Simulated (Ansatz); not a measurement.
# Li2ScBr4: relaxing a made-up structure

This structure for Li2ScBr4 is made up. Its elements were placed in a known structure type with a cell scaled to their sizes. What cell does the guess relax to, and how far off was it?

Calculated with Ansatz 0.2.0; DFT, PBE, plane-wave PAW, files of the set soft_1, scalar-relativistic, no spin, cell and ions relaxed at zero pressure; PAW set soft_1, in the first sound run; inputs show where later runs differ.

**1. The structure**

Symmetry: I-4, No. 82, tetragonal system. Conventional cell: a = 6.235 Å, b = 6.235 Å, c = 11.780 Å, α = 90.00°, β = 90.00°, γ = 90.00°. Nearest to Br lie 2 Li at 2.43 to 2.52 Å and 1 Sc at 2.72 Å. Nearest to Sc lie 4 Br at 2.72 Å. Nearest to Li lie 4 Br at 2.43 Å. Nearest to Li lie 4 Br at 2.52 Å. Farther neighbours and most contacts between anions are not listed.

Structure file:

```cif
data_structure
_symmetry_space_group_name_H-M 'P 1'
_symmetry_Int_Tables_number 1
_cell_length_a 7.3573
_cell_length_b 7.3573
_cell_length_c 7.3573
_cell_angle_alpha 129.859
_cell_angle_beta 129.859
_cell_angle_gamma 73.632
_cell_volume 228.98
loop_
_atom_site_label
_atom_site_type_symbol
_atom_site_fract_x
_atom_site_fract_y
_atom_site_fract_z
_atom_site_occupancy
Br1 Br 0.33750 0.42100 0.52710 1
Br2 Br 0.57900 0.10610 0.91650 1
Br3 Br 0.89390 0.81040 0.47290 1
Br4 Br 0.18960 0.66250 0.08350 1
Sc5 Sc 0.00000 0.00000 0.00000 1
Li6 Li 0.25000 0.75000 0.50000 1
Li7 Li 0.50000 0.50000 0.00000 1
```

**2. Relaxation of the guess**

The guessed cell has no reason to be at equilibrium. It is relaxed with the atoms, within the space group of the guess.

input.yaml reads:

```yaml
crystal:
  lattice:
    - [-3.1175, 3.1175, 5.89]
    - [3.1175, -3.1175, 5.89]
    - [3.1175, 3.1175, -5.89]
  atoms:
    - { symbol: Br, position: [0.3375, 0.421, 0.5271] }
    - { symbol: Br, position: [0.579, 0.1061, 0.9165] }
    - { symbol: Br, position: [0.8939, 0.8104, 0.4729] }
    - { symbol: Br, position: [0.1896, 0.6625, 0.0835] }
    - { symbol: Sc, position: [0.0, 0.0, 0.0] }
    - { symbol: Li, position: [0.25, 0.75, 0.5] }
    - { symbol: Li, position: [0.5, 0.5, 0.0] }
kpoints:
  mp_grid: { grid: [6, 6, 6] }
scf:
  occupations: { method: fermi_dirac, width: 0.05 }
hamiltonian:
  xc: pbe
  pseudopotentials: { kind: paw, azcp: { folder: soft_1 } }
relax:
  f_tol: 0.015
  max_steps: 70
  cell: {}
output:
  forces: true
  stress: true
```

Launch:

```
$ ansatz run input.yaml --threads 4 --pin off --max-ram 10240MiB --backend cpu --events-out ev --progress --plain --runs-dir out
```

Numbers of over 12 decimals in the logs are rounded to 6 here.

Log:

```text
Engine: ansatz 0.2.0, x86_64-unknown-linux-gnu
Pseudopotentials: kind: paw
Pseudopotential: Br, paw, valence charge 7, recommended cutoff 420 eV (normal), soft_1/Br.paw.azcp
Pseudopotential: Sc, paw, valence charge 11, recommended cutoff 420 eV (normal), soft_1/Sc.paw.azcp
Pseudopotential: Li, paw, valence charge 3, recommended cutoff 420 eV (normal), soft_1/Li.paw.azcp
Functional definition: PBE
  parameter kappa = 0.804
  parameter beta = 0.066725
  exchange = pbe_x(kappa = kappa, mu = beta*pi^2/3)
  correlation = pbe_c(beta = beta)
Crystal: 7 atoms, lattice volume = 228.975 Å³
Basis set: ecut = 420 eV, 4539 PW (Γ), exchange–correlation on 100×100×100 points (8 copies of the dense FFT grid, shifted against one another)
Bands: 30, of which v1, the nominal top of the filled ones, is band 23 counted from 1 (22 counted from 0)
Symmetry: 4 space group operations
Space group: I-4 (ITA 82), of the structure as read, at distance tolerance 6.1e-5 Å
k-points: 36 of 216 (time reversal used)
Non-local potential: Br, projectors of the file, l = 0: 2, l = 1: 2, l = 2: 2
Non-local potential: Sc, projectors of the file, l = 0: 3, l = 1: 2, l = 2: 3, l = 3: 1
Non-local potential: Li, projectors of the file, l = 0: 3, l = 1: 2, l = 2: 1
PAW form: soft (Blöchl's): semilocal exchange-correlation on the pseudo side does not see the compensation charge
PAW one-centre angular grid: Br, 110 points (default); XC on 64 Gauss nodes
PAW one-centre angular grid: Sc, 590 points (default); XC on 64 Gauss nodes
PAW one-centre angular grid: Li, 110 points (default); XC on 96 Gauss nodes
Initial density: superposition of atomic densities (chi_scale 0.1, normalization cell, long waves kept (reshape's long-wave potential 0.02 eV rms))
Initial wavefunctions: pseudopotential atomic-orbital guess
Functional: x = pbe(κ = 0.804, μ = 0.219515), c = pbe(β = 0.066725)
SCF iter   1: F=—  HF=-13692.170804 eV  |F-HF|=—  |Δ(HF+E_count)|=         —  Δρ=9.96e-2  dr2=5.02e1  ethr=3.10e-3  ⟨swp⟩=8.2  Hψ=5346  notcnv=0
preconditioner: auto → LDOS  [metal: Δε(μ)=0.007 eV  Ē_g=7.175 eV  σ=0.050 eV  W_gap=0.03  n_scr=34 (ndim 8)  ℏωp=14.1 eV  f_vac=0.054  D(μ)=10.77/eV (n_scr^D=96)  β→1.0]
SCF iter   2: F=—  HF=-13688.208404 eV  |F-HF|=—  |Δ(HF+E_count)|=    3.96e0  Δρ=5.09e-2  dr2=6.25e0  ethr=3.10e-3  ⟨swp⟩=3.1  Hψ=2629  notcnv=0  defer=3
SCF iter   3: F=—  HF=-13688.443417 eV  |F-HF|=—  |Δ(HF+E_count)|=   2.35e-1  Δρ=3.54e-2  dr2=6.40e0  ethr=3.10e-3  ⟨swp⟩=2.9  Hψ=2230  notcnv=0
SCF iter   4: F=—  HF=-13688.038188 eV  |F-HF|=—  |Δ(HF+E_count)|=   4.05e-1  Δρ=2.82e-2  dr2=2.96e0  ethr=3.10e-3  ⟨swp⟩=3.1  Hψ=1840  notcnv=0
SCF iter   5: F=—  HF=-13687.688524 eV  |F-HF|=—  |Δ(HF+E_count)|=   3.50e-1  Δρ=2.19e-2  dr2=1.42e0  ethr=3.10e-3  ⟨swp⟩=2.0  Hψ=1423  notcnv=0
SCF iter   6: F=—  HF=-13687.539156 eV  |F-HF|=—  |Δ(HF+E_count)|=   1.49e-1  Δρ=1.22e-2  dr2=6.37e-1  ethr=3.10e-3  ⟨swp⟩=2.0  Hψ=1353  notcnv=0  defer=1
SCF iter   7: F=—  HF=-13687.410599 eV  |F-HF|=—  |Δ(HF+E_count)|=   1.29e-1  Δρ=2.14e-3  dr2=2.38e-2  ethr=1.41e-3  ⟨swp⟩=2.7  Hψ=1418  notcnv=0
SCF iter   8: F=—  HF=-13687.415817 eV  |F-HF|=—  |Δ(HF+E_count)|=   5.22e-3  Δρ=1.44e-3  dr2=9.42e-3  ethr=5.29e-5  ⟨swp⟩=2.5  Hψ=2201  notcnv=0
SCF iter   9: F=—  HF=-13687.415862 eV  |F-HF|=—  |Δ(HF+E_count)|=   4.42e-5  Δρ=7.12e-4  dr2=1.86e-3  ethr=2.09e-5  ⟨swp⟩=2.0  Hψ=1364  notcnv=0
SCF iter  10: F=—  HF=-13687.415648 eV  |F-HF|=—  |Δ(HF+E_count)|=   2.14e-4  Δρ=1.11e-4  dr2=4.25e-5  ethr=4.12e-6  ⟨swp⟩=2.0  Hψ=1848  notcnv=0
SCF iter  11: F=—  HF=-13687.415622 eV  |F-HF|=—  |Δ(HF+E_count)|=   2.57e-5  Δρ=7.18e-5  dr2=6.91e-6  ethr=9.45e-8  ⟨swp⟩=2.0  Hψ=1906  notcnv=0
SCF iter  12: F=—  HF=-13687.415622 eV  |F-HF|=—  |Δ(HF+E_count)|=   5.30e-7  Δρ=3.29e-5  dr2=1.12e-6  ethr=1.53e-8  ⟨swp⟩=2.0  Hψ=1557  notcnv=0
SCF iter  13: F=-13687.415622 eV  HF=-13687.415622 eV  |F-HF|=1.05e-8  |Δ(HF+E_count)|=   5.75e-9  Δρ=5.18e-6  dr2=3.73e-8  ethr=2.22e-10  ⟨swp⟩=3.0  Hψ=3809  notcnv=0
SCF 1 converged in 13 iterations: F = -13687.415622 eV  dr2 = 3.73e-8
  greatest PAW one-centre occupation: 1.000 electrons in one spin orbital (limit 2), on the Li atom at site 5 (counted from 0), in its partial waves of l = 0
relax step   1: F+E_penalty+E_count = -13687.41562166 eV  Δ(F+E_penalty+E_count) = +0.000e0 eV  max|allowed force component| = 5.572e-1 eV/Å  Δτ_max = 0.0000 Å  P = +0.202 GPa  Ω = 228.975 Å³  (13 SCF iters, dr2 threshold 1.00e-7 eV, accepted)
Crystal: 7 atoms, lattice volume = 225.638 Å³
Basis set: ecut = 420 eV, 4403 PW (Γ), exchange–correlation on 100×100×100 points (8 copies of the dense FFT grid, shifted against one another)
Initial density: handed on by an earlier stage of this run
Initial wavefunctions: those handed on with the density
iter 1 solved again at ethr=3.99e-4 eV; its pass at ethr=3.10e-3 eV (dr2=1.80e-1 eV) is discarded
SCF iter   1: F=—  HF=-13687.648927 eV  |F-HF|=—  |Δ(HF+E_count)|=         —  Δρ=5.19e-3  dr2=1.73e-1  ethr=3.99e-4  ⟨swp⟩=1.0  Hψ=5972  notcnv=0
preconditioner: auto → LDOS  [metal: Δε(μ)=0.018 eV  Ē_g=6.499 eV  σ=0.050 eV  W_gap=0.09  n_scr=34 (ndim 8)  ℏωp=12.4 eV  f_vac=0.113  D(μ)=12.60/eV (n_scr^D=120)  β→1.0]
SCF iter   2: F=—  HF=-13687.625577 eV  |F-HF|=—  |Δ(HF+E_count)|=   2.33e-2  Δρ=4.00e-3  dr2=5.84e-2  ethr=3.85e-4  ⟨swp⟩=2.1  Hψ=1799  notcnv=0
SCF iter   3: F=—  HF=-13687.622739 eV  |F-HF|=—  |Δ(HF+E_count)|=   2.84e-3  Δρ=3.21e-3  dr2=5.03e-2  ethr=1.30e-4  ⟨swp⟩=2.0  Hψ=1800  notcnv=0
SCF iter   4: F=—  HF=-13687.618489 eV  |F-HF|=—  |Δ(HF+E_count)|=   4.25e-3  Δρ=3.68e-3  dr2=3.13e-2  ethr=1.12e-4  ⟨swp⟩=1.0  Hψ=1080  notcnv=0
SCF iter   5: F=—  HF=-13687.615174 eV  |F-HF|=—  |Δ(HF+E_count)|=   3.32e-3  Δρ=1.97e-3  dr2=1.26e-2  ethr=6.96e-5  ⟨swp⟩=1.1  Hψ=1098  notcnv=0
SCF iter   6: F=—  HF=-13687.613943 eV  |F-HF|=—  |Δ(HF+E_count)|=   1.23e-3  Δρ=4.52e-4  dr2=4.73e-4  ethr=2.80e-5  ⟨swp⟩=2.0  Hψ=1420  notcnv=0
SCF iter   7: F=—  HF=-13687.614408 eV  |F-HF|=—  |Δ(HF+E_count)|=   4.65e-4  Δρ=1.03e-4  dr2=3.77e-5  ethr=1.05e-6  ⟨swp⟩=2.0  Hψ=1832  notcnv=0
SCF iter   8: F=—  HF=-13687.614416 eV  |F-HF|=—  |Δ(HF+E_count)|=   8.03e-6  Δρ=2.48e-5  dr2=2.19e-6  ethr=8.37e-8  ⟨swp⟩=2.0  Hψ=1556  notcnv=0
SCF iter   9: F=-13687.614418 eV  HF=-13687.614418 eV  |F-HF|=5.58e-8  |Δ(HF+E_count)|=   1.60e-6  Δρ=8.66e-6  dr2=1.79e-7  ethr=1.56e-9  ⟨swp⟩=4.0  Hψ=3692  notcnv=0
SCF 2 converged in 9 iterations: F = -13687.614418 eV  dr2 = 1.79e-7
relax step   2: F+E_penalty+E_count = -13687.61441813 eV  Δ(F+E_penalty+E_count) = -1.988e-1 eV  max|allowed force component| = 1.489e-1 eV/Å  Δτ_max = 0.1946 Å  P = +0.481 GPa  Ω = 225.638 Å³  energy of the carried Pulay correction = +8.528e-5 eV  (9 SCF iters, dr2 threshold 7.00e-7 eV, accepted)
Crystal: 7 atoms, lattice volume = 224.845 Å³
Basis set: ecut = 420 eV, 4331 PW (Γ), exchange–correlation on 100×100×100 points (8 copies of the dense FFT grid, shifted against one another)
iter 1 solved again at ethr=1.62e-5 eV; its pass at ethr=3.10e-3 eV (dr2=7.28e-3 eV) is discarded
SCF iter   1: F=—  HF=-13687.639516 eV  |F-HF|=—  |Δ(HF+E_count)|=         —  Δρ=1.62e-3  dr2=7.67e-3  ethr=1.62e-5  ⟨swp⟩=3.0  Hψ=5953  notcnv=0
preconditioner: auto → LDOS  [metal: Δε(μ)=0.009 eV  Ē_g=6.590 eV  σ=0.050 eV  W_gap=0.05  n_scr=34 (ndim 8)  ℏωp=12.4 eV  f_vac=0.092  D(μ)=12.59/eV (n_scr^D=120)  β→1.0]
SCF iter   2: F=—  HF=-13687.639261 eV  |F-HF|=—  |Δ(HF+E_count)|=   2.55e-4  Δρ=7.59e-4  dr2=2.08e-3  ethr=1.62e-5  ⟨swp⟩=2.0  Hψ=1563  notcnv=0
SCF iter   3: F=—  HF=-13687.639084 eV  |F-HF|=—  |Δ(HF+E_count)|=   1.77e-4  Δρ=6.82e-4  dr2=1.30e-3  ethr=4.62e-6  ⟨swp⟩=2.0  Hψ=1589  notcnv=0
SCF iter   4: F=—  HF=-13687.639068 eV  |F-HF|=—  |Δ(HF+E_count)|=   1.60e-5  Δρ=7.11e-4  dr2=1.06e-3  ethr=2.90e-6  ⟨swp⟩=1.1  Hψ=1083  notcnv=0
SCF iter   5: F=—  HF=-13687.638966 eV  |F-HF|=—  |Δ(HF+E_count)|=   1.02e-4  Δρ=3.03e-4  dr2=4.19e-4  ethr=2.35e-6  ⟨swp⟩=1.0  Hψ=1080  notcnv=0
SCF iter   6: F=—  HF=-13687.638887 eV  |F-HF|=—  |Δ(HF+E_count)|=   7.89e-5  Δρ=1.52e-4  dr2=8.18e-5  ethr=9.31e-7  ⟨swp⟩=2.0  Hψ=1133  notcnv=0
SCF iter   7: F=—  HF=-13687.638878 eV  |F-HF|=—  |Δ(HF+E_count)|=   8.62e-6  Δρ=3.71e-5  dr2=6.24e-6  ethr=1.82e-7  ⟨swp⟩=3.0  Hψ=1909  notcnv=0
SCF iter   8: F=-13687.638879 eV  HF=-13687.638879 eV  |F-HF|=1.52e-8  |Δ(HF+E_count)|=   3.35e-7  Δρ=1.03e-5  dr2=3.64e-7  ethr=1.56e-9  ⟨swp⟩=3.0  Hψ=4085  notcnv=0
SCF 3 converged in 8 iterations: F = -13687.638879 eV  dr2 = 3.64e-7
relax step   3: F+E_penalty+E_count = -13687.63887872 eV  Δ(F+E_penalty+E_count) = -2.446e-2 eV  max|allowed force component| = 2.431e-2 eV/Å  Δτ_max = 0.0823 Å  P = -0.151 GPa  Ω = 224.845 Å³  energy of the carried Pulay correction = +1.057e-4 eV  (8 SCF iters, dr2 threshold 7.00e-7 eV, accepted)
Crystal: 7 atoms, lattice volume = 222.714 Å³
Basis set: ecut = 420 eV, 4283 PW (Γ), exchange–correlation on 100×100×100 points (8 copies of the dense FFT grid, shifted against one another)
iter 1 solved again at ethr=5.84e-6 eV; its pass at ethr=3.10e-3 eV (dr2=2.63e-3 eV) is discarded
SCF iter   1: F=—  HF=-13687.641586 eV  |F-HF|=—  |Δ(HF+E_count)|=         —  Δρ=6.87e-4  dr2=2.54e-3  ethr=5.84e-6  ⟨swp⟩=3.0  Hψ=5613  notcnv=0
preconditioner: auto → LDOS  [metal: Δε(μ)=0.008 eV  Ē_g=6.569 eV  σ=0.050 eV  W_gap=0.04  n_scr=34 (ndim 8)  ℏωp=12.4 eV  f_vac=0.083  D(μ)=12.82/eV (n_scr^D=128)  β→1.0]
SCF iter   2: F=—  HF=-13687.641308 eV  |F-HF|=—  |Δ(HF+E_count)|=   2.77e-4  Δρ=5.54e-4  dr2=1.12e-3  ethr=5.64e-6  ⟨swp⟩=2.0  Hψ=1524  notcnv=0
SCF iter   3: F=—  HF=-13687.641223 eV  |F-HF|=—  |Δ(HF+E_count)|=   8.56e-5  Δρ=5.14e-4  dr2=9.36e-4  ethr=2.50e-6  ⟨swp⟩=2.0  Hψ=1513  notcnv=0
SCF iter   4: F=—  HF=-13687.641190 eV  |F-HF|=—  |Δ(HF+E_count)|=   3.26e-5  Δρ=5.66e-4  dr2=7.50e-4  ethr=2.08e-6  ⟨swp⟩=1.0  Hψ=1080  notcnv=0
SCF iter   5: F=—  HF=-13687.641096 eV  |F-HF|=—  |Δ(HF+E_count)|=   9.44e-5  Δρ=2.50e-4  dr2=2.64e-4  ethr=1.67e-6  ⟨swp⟩=1.2  Hψ=1086  notcnv=0
SCF iter   6: F=—  HF=-13687.641070 eV  |F-HF|=—  |Δ(HF+E_count)|=   2.52e-5  Δρ=5.64e-5  dr2=8.06e-6  ethr=5.88e-7  ⟨swp⟩=2.1  Hψ=1246  notcnv=0
SCF iter   7: F=—  HF=-13687.641045 eV  |F-HF|=—  |Δ(HF+E_count)|=   2.58e-5  Δρ=1.49e-5  dr2=6.94e-7  ethr=1.79e-8  ⟨swp⟩=2.1  Hψ=1656  notcnv=0
SCF iter   8: F=-13687.641045 eV  HF=-13687.641045 eV  |F-HF|=5.63e-8  |Δ(HF+E_count)|=   7.18e-7  Δρ=3.71e-6  dr2=4.09e-8  ethr=1.80e-10  ⟨swp⟩=3.0  Hψ=4325  notcnv=0
SCF 4 converged in 8 iterations: F = -13687.641045 eV  dr2 = 4.09e-8
relax step   4: F+E_penalty+E_count = -13687.64104543 eV  Δ(F+E_penalty+E_count) = -2.167e-3 eV  max|allowed force component| = 6.354e-3 eV/Å  Δτ_max = 0.0245 Å  P = -0.100 GPa  Ω = 222.714 Å³  energy of the carried Pulay correction = +1.611e-4 eV  (8 SCF iters, dr2 threshold 8.09e-8 eV, accepted)
Crystal: 7 atoms, lattice volume = 220.629 Å³
iter 1 solved again at ethr=4.31e-6 eV; its pass at ethr=3.10e-3 eV (dr2=1.94e-3 eV) is discarded
SCF iter   1: F=—  HF=-13687.642223 eV  |F-HF|=—  |Δ(HF+E_count)|=         —  Δρ=5.62e-4  dr2=1.89e-3  ethr=4.31e-6  ⟨swp⟩=2.0  Hψ=5556  notcnv=0
preconditioner: auto → LDOS  [metal: Δε(μ)=0.008 eV  Ē_g=6.588 eV  σ=0.050 eV  W_gap=0.04  n_scr=34 (ndim 8)  ℏωp=12.5 eV  f_vac=0.076  D(μ)=12.81/eV (n_scr^D=128)  β→1.0]
SCF iter   2: F=—  HF=-13687.641957 eV  |F-HF|=—  |Δ(HF+E_count)|=   2.67e-4  Δρ=4.54e-4  dr2=8.03e-4  ethr=4.19e-6  ⟨swp⟩=2.0  Hψ=1524  notcnv=0
SCF iter   3: F=—  HF=-13687.641901 eV  |F-HF|=—  |Δ(HF+E_count)|=   5.53e-5  Δρ=3.55e-4  dr2=6.21e-4  ethr=1.78e-6  ⟨swp⟩=2.0  Hψ=1513  notcnv=0
SCF iter   4: F=—  HF=-13687.641861 eV  |F-HF|=—  |Δ(HF+E_count)|=   4.02e-5  Δρ=4.84e-4  dr2=4.68e-4  ethr=1.38e-6  ⟨swp⟩=1.1  Hψ=1085  notcnv=0
SCF iter   5: F=—  HF=-13687.641812 eV  |F-HF|=—  |Δ(HF+E_count)|=   4.89e-5  Δρ=2.57e-4  dr2=1.97e-4  ethr=1.04e-6  ⟨swp⟩=1.1  Hψ=1085  notcnv=0
SCF iter   6: F=—  HF=-13687.641791 eV  |F-HF|=—  |Δ(HF+E_count)|=   2.07e-5  Δρ=5.56e-5  dr2=1.22e-5  ethr=4.38e-7  ⟨swp⟩=2.0  Hψ=1158  notcnv=0
SCF iter   7: F=—  HF=-13687.641773 eV  |F-HF|=—  |Δ(HF+E_count)|=   1.83e-5  Δρ=1.15e-5  dr2=5.66e-7  ethr=2.72e-8  ⟨swp⟩=2.0  Hψ=1647  notcnv=0
SCF iter   8: F=-13687.641774 eV  HF=-13687.641774 eV  |F-HF|=4.08e-8  |Δ(HF+E_count)|=   7.14e-7  Δρ=3.26e-6  dr2=3.48e-8  ethr=7.99e-11  ⟨swp⟩=4.0  Hψ=4619  notcnv=0
SCF 5 converged in 8 iterations: F = -13687.641774 eV  dr2 = 3.48e-8
relax step   5: F+E_penalty+E_count = -13687.64177393 eV  Δ(F+E_penalty+E_count) = -7.285e-4 eV  max|allowed force component| = 4.693e-3 eV/Å  Δτ_max = 0.0151 Å  P = -0.011 GPa  Ω = 220.629 Å³  energy of the carried Pulay correction = +2.157e-4 eV  (8 SCF iters, dr2 threshold 3.60e-8 eV, accepted)
Initial wavefunctions: pseudopotential atomic-orbital guess (no wavefunctions were taken with the density)
iter 1 solved again at ethr=1.27e-7 eV; its pass at ethr=3.10e-3 eV (dr2=5.72e-5 eV) is discarded
SCF iter   1: F=—  HF=-13687.641578 eV  |F-HF|=—  |Δ(HF+E_count)|=         —  Δρ=1.60e-5  dr2=9.82e-8  ethr=1.27e-7  ⟨swp⟩=3.1  Hψ=8365  notcnv=0
preconditioner: auto → LDOS  [metal: Δε(μ)=0.007 eV  Ē_g=6.606 eV  σ=0.050 eV  W_gap=0.04  n_scr=34 (ndim 8)  ℏωp=12.5 eV  f_vac=0.078  D(μ)=12.75/eV (n_scr^D=128)  β→1.0]
SCF iter   2: F=—  HF=-13687.641551 eV  |F-HF|=—  |Δ(HF+E_count)|=   2.68e-5  Δρ=5.05e-6  dr2=5.99e-8  ethr=2.18e-10  ⟨swp⟩=2.6  Hψ=2072  notcnv=0
SCF iter   3: F=—  HF=-13687.641551 eV  |F-HF|=—  |Δ(HF+E_count)|=   6.28e-9  Δρ=7.83e-6  dr2=8.06e-8  ethr=1.33e-10  ⟨swp⟩=2.3  Hψ=1915  notcnv=0
SCF iter   4: F=—  HF=-13687.641551 eV  |F-HF|=—  |Δ(HF+E_count)|=   7.08e-9  Δρ=2.18e-6  dr2=1.75e-8  ethr=1.33e-10  ⟨swp⟩=1.0  Hψ=1080  notcnv=0
SCF iter   5: F=—  HF=-13687.641551 eV  |F-HF|=—  |Δ(HF+E_count)|=  1.18e-10  Δρ=1.80e-6  dr2=1.29e-8  ethr=3.90e-11  ⟨swp⟩=1.0  Hψ=1081  notcnv=0
SCF iter   6: F=—  HF=-13687.641551 eV  |F-HF|=—  |Δ(HF+E_count)|=   1.21e-9  Δρ=1.09e-6  dr2=5.35e-9  ethr=2.87e-11  ⟨swp⟩=1.7  Hψ=1109  notcnv=0
SCF iter   7: F=—  HF=-13687.641551 eV  |F-HF|=—  |Δ(HF+E_count)|=  8.11e-10  Δρ=2.88e-7  dr2=4.61e-10  ethr=1.19e-11  ⟨swp⟩=3.0  Hψ=1923  notcnv=0
SCF iter   8: F=-13687.641551 eV  HF=-13687.641551 eV  |F-HF|=1.82e-12  |Δ(HF+E_count)|=  4.55e-11  Δρ=6.93e-8  dr2=1.41e-11  ethr=1.00e-12  ⟨swp⟩=3.0  Hψ=4112  notcnv=0
SCF 6 converged in 8 iterations: F = -13687.641551 eV  dr2 = 1.41e-11
relax step   6: F+E_penalty+E_count = -13687.64155092 eV  Δ(F+E_penalty+E_count) = +2.230e-4 eV  max|allowed force component| = 4.693e-3 eV/Å  Δτ_max = 0.0000 Å  P = -0.011 GPa  Ω = 220.629 Å³  stress off target by 2.78e-2 GPa  SCF on the basis re-selected at this cell (its energy is not comparable with the rows above)  (8 SCF iters)
basis re-selected at this cell: Δ(F+E_penalty+E_count) = +2.230e-4 eV, ΔP = +0.000 GPa vs the last step (what re-selecting the basis moved, of the pressure what is left beyond the Pulay correction that the steps carried, after the strain that the cell walked since its last selection, with what the two solves' SCF thresholds leave and, on support functions, any second-order correction that the steps lacked; it is no m [...]
SCF converged after 8 iterations
Free energy (F): -13687.641551 eV
Harris-Foulkes:  -13687.641551 eV  (|F-HF|=1.82e-12)
Internal energy: -13687.541144 eV  (E = F + TS)
E sigma→0 (E₀):  -13687.591347 eV
Entropy (-TS):   -0.100407 eV (-14.344 meV/atom)
Fermi energy:    4.842467 eV
--- Per-component energies (eV) ---
  E_band       = -531.783926
  E_kinetic    = 768.417703
  E_local      = -2598.305213  (includes V_loc(G=0)·N_el)
  E_nonlocal   = 311.692878
  E_hartree    = 890.617443
  E_xc         = -891.736416
  E_vxc        = -564.244707  (∫ρ·V_xc dr)
  E_paw        = -10294.697136  (= ΣΔE_a)
  E_vpaw       = -230.580036  (= ΣTr[D̂ρ^β])
  E_aug_tail   = 0.000550  (compensation charges beyond the density's cutoff)
  E_ewald      = -1873.530951
  E_smearing   = -0.100407  (= −TS)
  E_closure    = -0.000000  (closes the sum)
  Σ components = -13687.641551   (vs F -13687.641551, Δ=0.00e0)
--- Forces (eV/Å), atoms counted from 1 ---
  atom   1  Br     0.00469326     0.00036368     0.00073182
  atom   2  Br     0.00036368    -0.00469326    -0.00073182
  atom   3  Br    -0.00469326    -0.00036368     0.00073182
  atom   4  Br    -0.00036368     0.00469326    -0.00073182
  atom   5  Sc     0.00000000     0.00000000     0.00000000
  atom   6  Li    -0.00000000     0.00000000     0.00000000
  atom   7  Li     0.00000000     0.00000000     0.00000000
  max |Σ_I F_I| component: 1.04e-17 eV/Å
--- Stress (GPa, compression-positive) ---
       -0.002626       0.000000      -0.000000
       -0.000000      -0.002626      -0.000000
       -0.000000      -0.000000      -0.027763
  P = ⅓ Tr σ = -0.0110 GPa (-0.110 kbar)
--- Relaxed structure (5 steps of the walk, 5 accepted, 1 SCFs on fresh bases) ---
  F+E_penalty+E_count = -13687.64155092 eV   max|allowed force component| = 4.693e-3 eV/Å   (the final SCF, on the basis selected at the relaxed cell)
  cell:  # Å, volume = 220.6285 Å³
    - [-3.101171, 3.101171, 5.735224]
    - [3.101171, -3.101171, 5.735224]
    - [3.101171, 3.101171, -5.735224]
  atoms:
    - { symbol: Br, position: [0.366440, 0.389619, 0.510770] }
    - { symbol: Br, position: [0.610381, 0.121151, 0.976821] }
    - { symbol: Br, position: [0.878849, 0.855670, 0.489230] }
    - { symbol: Br, position: [0.144330, 0.633560, 0.023179] }
    - { symbol: Sc, position: [1.0984193305344422e-19, 2.290805727127518e-19, 0] }
    - { symbol: Li, position: [0.250000, 0.75, 0.500000] }
    - { symbol: Li, position: [0.5, 0.5, 0] }
```

Run time: 17 s. Hardware: 4 threads of Intel Xeon 6975P-C (Granite Rapids), shared host; peak memory 0.69 GiB.

This run has no spin polarisation although its electron count is odd.

The steps of the relaxation:

| step | energy less that of the first step (eV) | largest force component (eV/Å) | pressure (GPa) | volume (Å³) |
| --- | --- | --- | --- | --- |
| 1 | 0.0000 | 0.5572 | 0.20 | 228.98 |
| 2 | -0.1988 | 0.1489 | 0.48 | 225.64 |
| 3 | -0.2233 | 0.0243 | -0.15 | 224.85 |
| 4 | -0.2254 | 0.0064 | -0.10 | 222.71 |
| 5 | -0.2262 | 0.0047 | -0.01 | 220.63 |
| 6* | -0.2259 | 0.0047 | -0.01 | 220.63 |

Relaxation steps marked * repeat the geometry before them on a plane-wave basis chosen anew for their cell, so energy and pressure can jump there.

The run keeps the 4 symmetry operations that it works with, so distortions that break them were not tested.

| conventional cell, symmetrised | before | after | change |
| --- | --- | --- | --- |
| a (Å) | 6.235 | 6.202 | -0.5 % |
| b (Å) | 6.235 | 6.202 | -0.5 % |
| c (Å) | 11.780 | 11.470 | -2.6 % |
| volume (Å³/atom) | 32.71 | 31.52 | -3.6 % |

The atoms that moved most (Å, as changes of fractional coordinates times the final cell):

| atom | dx | dy | dz | length |
| --- | --- | --- | --- | --- |
| Br4 | -0.136 | -0.238 | -0.080 | 0.285 |
| Br3 | 0.238 | -0.136 | 0.080 | 0.285 |
| Br1 | -0.238 | 0.136 | 0.080 | 0.285 |
| Br2 | 0.136 | 0.238 | -0.080 | 0.285 |

This step gave:

| Item | Value |
| --- | --- |
| free energy | -13687.6416 eV |
| energy at zero smearing | -13687.5913 eV |
| smearing term TS | 0.1004 eV |
| Fermi energy | 4.842 eV |
| electrons | 45 |
| symmetry operations | 4 |
| pressure | -0.01101 GPa |

(Continued in part 2 of 2.)

[Logs are printed without paths, hosts, clocks, repeated set-up lines and the standing remarks that a program may print on its own settings, such as how far it seeks lower states.]

[Hosts, paths, dates, database ids (printed as entryN), source tags and the programs' standing remarks are cut or masked in the printed files.]
